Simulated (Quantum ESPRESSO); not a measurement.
# How NaCl absorbs and reflects light

Wanted: where NaCl starts to absorb, how strongly, and its refractive index. The cell comes from an older database entry, whose edges can differ from later determinations, mostly by under a per cent.

Program: Quantum ESPRESSO 7.5. Level of theory: DFT, PBE, plane waves with norm-conserving potentials (PseudoDojo), scalar-relativistic, independent-particle optical response without local fields and without the non-local commutator. Results are calculated unless marked as measured.

This account leaves out most program logs.

The database entry behind the starting cell differs from later determinations by our own check (an axis about 0.4 % short against later determinations), so it need not match the best structure at ambient conditions.

## Step 1: The starting structure

Symmetry: Fm-3m, No. 225, cubic system. The conventional cell has a = 5.620 Å, b = 5.620 Å, c = 5.620 Å, α = 90.00°, β = 90.00°, γ = 90.00°. Cl has 6 Na at 2.81 Å nearest. Na has 6 Cl at 2.81 Å nearest. Farther neighbours and most contacts between anions are not listed.

## Step 2: Ground state

The self-consistent density comes first; it also tells whether there is a gap, which decides the occupations and the need for a Drude term.

This step: DFT, PBE, plane waves with norm-conserving potentials (PseudoDojo), scalar-relativistic, ground state (Quantum ESPRESSO 7.5).

File scf.in:

```
&control
  calculation = 'scf'
  prefix = 'x'
  outdir = './tmp'
  pseudo_dir = './'
  verbosity = 'high'
/
&system
  ibrav = 0
  nat = 2
  ntyp = 2
  ecutwfc = 90
  occupations = 'smearing'
  smearing = 'fd'
  degauss = 0.003675
  nbnd = 12
/
&electrons
  conv_thr = 1e-09
  electron_maxstep = 100
/
ATOMIC_SPECIES
  Cl 1.0 Cl.upf
  Na 1.0 Na.upf
CELL_PARAMETERS angstrom
  0.000000000000 2.810000000000 2.810000000000
  2.810000000000 0.000000000000 2.810000000000
  2.810000000000 2.810000000000 0.000000000000
ATOMIC_POSITIONS crystal
  Cl 0.500000000000 0.500000000000 0.500000000000
  Na 0.000000000000 0.000000000000 0.000000000000
K_POINTS automatic
  7 7 7 0 0 0
```

Started as:

```console
mpirun -n 4 pw.x -nk 4 -in scf.in
```

Run time: 4.2 s. Hardware: 4 MPI ranks of Arm Neoverse V2, shared host; peak memory 0.07 GiB; 16 s of CPU time.

This step gave:

| Quantity | Value |
| --- | --- |
| total energy | -124.5 Ry |
| gap on the k-mesh | 5.150 eV |
| direct gap on the mesh | 5.150 eV |

There is a gap, 5.15 eV on this mesh (points off the mesh can give less), so no carriers' term is needed.

## Step 3: Ground state with the final occupations

With the gap or the metal settled, the ground state is repeated with the fitting occupations, and the later steps take its density.

scf.in, as its differences from that of step 2:

```diff
@@ -12,6 +12,3 @@
   ecutwfc = 90
-  occupations = 'smearing'
-  smearing = 'fd'
-  degauss = 0.003675
-  nbnd = 12
+  occupations = 'fixed'
 /
```

Started as:

```console
mpirun -n 4 pw.x -nk 4 -in scf.in
```

Wall time 3.5 s (4 MPI ranks); peak memory 0.08 GiB; 14 s of CPU time.

## Step 4: Bands on the whole mesh, 11×11×11

At the fixed density, many empty bands are solved on the mesh of the response, since the spectrum sums over them.

This step: DFT, PBE, plane waves with norm-conserving potentials (PseudoDojo), scalar-relativistic, bands at fixed density (Quantum ESPRESSO 7.5).

nscf.in, as its differences from scf.in of step 3:

```diff
@@ -1,3 +1,3 @@
 &control
-  calculation = 'scf'
+  calculation = 'nscf'
   prefix = 'x'
@@ -5,3 +5,2 @@
   pseudo_dir = './'
-  verbosity = 'high'
 /
@@ -13,2 +12,5 @@
   occupations = 'fixed'
+  nbnd = 27
+  nosym = .true.
+  noinv = .true.
 /
@@ -17,2 +19,3 @@
   electron_maxstep = 100
+  diago_full_acc = .true.
 /
@@ -29,2 +32,2 @@
 K_POINTS automatic
-  7 7 7 0 0 0
+  11 11 11 0 0 0
```

Started as:

```console
mpirun -n 4 pw.x -nk 4 -in nscf.in
```

It took 6.4 min on 4 MPI ranks; peak memory 0.06 GiB; 26 min of CPU time.

## Step 5: Dielectric function

The spectrum is a sum over vertical transitions between filled and empty bands at the fixed density, so many empty bands are needed.

This step: DFT, PBE, plane waves with norm-conserving potentials (PseudoDojo), scalar-relativistic, independent-particle optical response without local fields and without the non-local commutator (Quantum ESPRESSO 7.5).

File epsilon.in:

```
&inputpp
  prefix = 'x'
  outdir = './tmp'
  calculation = 'eps'
/
&energy_grid
  smeartype = 'gauss'
  intersmear = 0.2
  wmin = 0.0
  wmax = 22
  nw = 500
/
```

Started as:

```console
mpirun -n 4 epsilon.x -nk 4 -in epsilon.in
```

Run time: 3.6 s. Hardware: 4 MPI ranks; peak memory 0.05 GiB; 7.5 s of CPU time.

Numbers from this step:

* electronic dielectric constant ε∞, mean over x, y and z (by symmetry where fewer were run): 3.160
* main peak of Im epsilon, first axis: 8.815 eV

Some rows of epsi_x.dat:

```text
# energy grid [eV]     epsi_x  epsi_y  epsi_z
#
    0.176352705    0.000832769    0.000832769    0.000832769
    1.234468938    0.006092565    0.006092565    0.006092565
    2.292585170    0.012742144    0.012742144    0.012742144
    3.350701403    0.023312445    0.023312445    0.023312445
    4.408817635    0.048420773    0.048420773    0.048420773
    5.466933868    0.704067662    0.704067662    0.704067662
    6.525050100    0.877848872    0.877848872    0.877848872
    7.583166333    2.974446951    2.974446951    2.974446951
    8.641282565    4.273264781    4.273264781    4.273264781
    9.699398798    4.679516923    4.679516923    4.679516923
   10.757515030    5.374801665    5.374801664    5.374801664
   11.815631263    3.671943717    3.671943717    3.671943717
   12.873747495    2.155709252    2.155709253    2.155709252
   13.931863727    1.436838606    1.436838606    1.436838606
   14.989979960    1.342067305    1.342067305    1.342067305
   16.048096192    1.421493390    1.421493390    1.421493390
   17.106212425    1.160681921    1.160681921    1.160681921
   18.164328657    0.916649381    0.916649381    0.916649381
   19.222444890    0.568765635    0.568765635    0.568765635
   20.280561122    0.451474438    0.451474438    0.451474438
   21.338677355    0.403474342    0.403474342    0.403474342
```

The Im ε, any direction has structure finer than the step of the table below, so its rows give means over 1 eV, whole bins alone (the curve runs from 0 to 22 eV). Peaks (eV: height): 6.2: 1.53, 6.9: 1.92, 8.5: 5.02, 8.8: 6.15, 9.6: 4.95, 10.8: 5.71.

Values under the direct gap are tails of Lorentzian lines. Im ε, any direction against photon energy; means over each step:

photon energy (eV), Im ε, any direction and a bar:
```
        1       0.00 
        2       0.01 
        3       0.02 
        4       0.04 
        5       0.21 #
        6       0.83 #####
        7       1.67 ##########
        8       3.71 #####################
        9       4.67 ###########################
       10       4.70 ###########################
       11       5.22 ##############################
       12       3.37 ###################
       13       2.18 #############
       14       1.34 ########
       15       1.16 #######
       16       1.14 #######
       17       0.98 ######
       18       0.99 ######
       19       0.71 ####
       20       0.58 ###
       21       0.44 ###
```

Re ε, any direction against photon energy:

| photon energy (eV) | Re ε, any direction |
| --- | --- |
| 0 | 3.16 |
| 1 | 3.18 |
| 2 | 3.26 |
| 3 | 3.41 |
| 4 | 3.66 |
| 5 | 4.24 |
| 6 | 4.77 |
| 7 | 4.58 |
| 8 | 5.11 |
| 9 | 2.14 |
| 10 | 2.59 |
| 11 | 0.204 |
| 12 | -1.02 |
| 13 | -0.669 |
| 14 | -0.714 |
| 15 | -0.400 |
| 16 | -0.0231 |
| 17 | 0.244 |
| 18 | 0.0710 |
| 19 | 0.00436 |
| 20 | 0.0599 |
| 21 | 0.0643 |
| 22 | 0.213 |

Table of refractive index n and extinction k by photon energy:

```
photon energy (eV)      n        k
                 0   1.78        0
                 1   1.78  0.00136
                 2   1.81  0.00295
                 3   1.85  0.00517
                 4   1.91  0.00916
                 5   2.06   0.0302
                 6   2.19    0.183
                 7   2.17    0.356
                 8   2.36    0.679
                 9   1.95     1.29
                10   2.00     1.18
                11   1.64     1.57
                12   1.10     1.49
                13  0.868     1.19
                14  0.609     1.04
                15  0.703    0.945
                16  0.838    0.852
                17  0.803    0.633
                18  0.710    0.658
                19  0.579    0.576
                20  0.632    0.583
                21  0.493    0.422
                22  0.518    0.234
```

The loss function −Im 1/ε at q → 0, any direction has structure finer than the step of the table below, so its rows give means over 1 eV, whole bins alone (the curve runs from 0 to 22 eV). Peaks (eV: height): 15.4: 1.41, 16.5: 1.25, 19.4: 2.12, 20.3: 2.18, 21.1: 2.55, 21.4: 2.38, 21.9: 2.93.

Values under the direct gap are tails of Lorentzian lines. Table of loss function −Im 1/ε at q → 0, any direction by energy loss; means over each step:

```csv
energy loss (eV),"loss function −Im 1/ε at q → 0, any direction"
1,4.8e-4
2,0.00101
3,0.00166
4,0.00267
5,0.0105
6,0.0378
7,0.0526
8,0.0906
9,0.153
10,0.170
11,0.187
12,0.269
13,0.398
14,0.653
15,0.865
16,0.869
17,1.01
18,1.01
19,1.44
20,1.71
21,2.09
```

The reflectivity at normal incidence, any direction has structure finer than the step of the table below, so its rows give means over 0.5 eV, whole bins alone (the curve runs from 0 to 22 eV). Peaks (eV: height): 8.82: 27.4, 11.55: 36.9, 12.34: 38.2, 12.87: 34.0, 13.31: 36.0, 13.98: 34.5, 15.25: 31.1.

The reflectivity at normal incidence, any direction by photon energy; means over each step:

photon energy (eV), reflectivity at normal incidence, any direction (%) and a bar from the least value:
```
      0.5        7.9 
      1.0        7.9 
      1.5        8.1 
      2.0        8.2 
      2.5        8.5 #
      3.0        8.8 #
      3.5        9.3 ##
      4.0        9.9 ##
      4.5       10.7 ###
      5.0       12.0 #####
      5.5       13.2 ######
      6.0       14.2 #######
      6.5       14.9 ########
      7.0       16.2 #########
      7.5       19.8 #############
      8.0       20.5 ##############
      8.5       23.2 #################
      9.0       24.2 ##################
      9.5       21.4 ###############
     10.0       22.4 ################
     10.5       26.0 ####################
     11.0       30.3 #########################
     11.5       34.5 ##############################
     12.0       33.7 #############################
     12.5       34.1 #############################
     13.0       30.9 ##########################
     13.5       33.9 #############################
     14.0       31.7 ###########################
     14.5       21.2 ###############
     15.0       24.7 ###################
     15.5       16.0 #########
     16.0       19.6 #############
     16.5       17.9 ###########
     17.0       13.8 #######
     17.5       15.9 #########
     18.0       15.2 ########
     18.5       19.1 #############
     19.0       22.4 ################
     19.5       16.3 ##########
     20.0       17.2 ##########
     20.5       14.9 ########
     21.0       15.7 #########
     21.5       13.6 ######
```

Optical constants at common wavelengths, from n + ik = √ε:

```csv
wavelength (nm),n,k,R (%),1/α
1064,1.79,0.002,8.0,53 µm
800,1.79,0.002,8.1,29 µm
532,1.82,0.004,8.4,12 µm
450,1.83,0.005,8.7,7.9 µm
365,1.87,0.006,9.2,4.5 µm
308,1.92,0.009,9.9,2.6 µm
193,2.19,0.146,14.2,105 nm
```

Below the direct gap, k and the depth come from the tails of the Lorentzian lines, not from transitions.

Rows near the edge hang on the gap, which this functional as a rule makes too small, and phonon-assisted absorption is left out.

## Step 6: What came out

```
electronic dielectric constant ε∞, mean over x, y and z (by symmetry where fewer were run) (independent particles) : 3.16
main peak of Im epsilon, first axis                                                                                : 8.81 eV
```

What this shows: At this level (PBE, independent particles) NaCl has ε∞ = 3.16 and n = 1.78 at 1550 nm, and Im ε peaks at 8.8 eV. Distinct maxima of Im ε, read by a parabola through the highest points, lie at 8.48 eV (5.0), 8.81 eV (6.1), 10.85 eV (5.7) and 11.35 eV (5.2). Excitons and phonon-assisted transitions are missing, and so are local fields; PBE gaps are as a rule too small, which pulls the onset down and ε∞ up. epsilon.x leaves out the commutator of the non-local potential, so its intensities are off, as a rule too high. The sum runs over mesh points, so small or evenly spaced maxima can still be ripples of the mesh.

[Machine, clock, banner and «Message from routine» lines are left out of the logs.]

[Logs are printed without paths, hosts, clocks, repeated set-up lines and the standing remarks that a program may print on its own settings, such as how far it seeks lower states.]

[Hosts, paths, dates, database ids (printed as entryN), source tags and the programs' standing remarks are cut or masked in the printed files.]
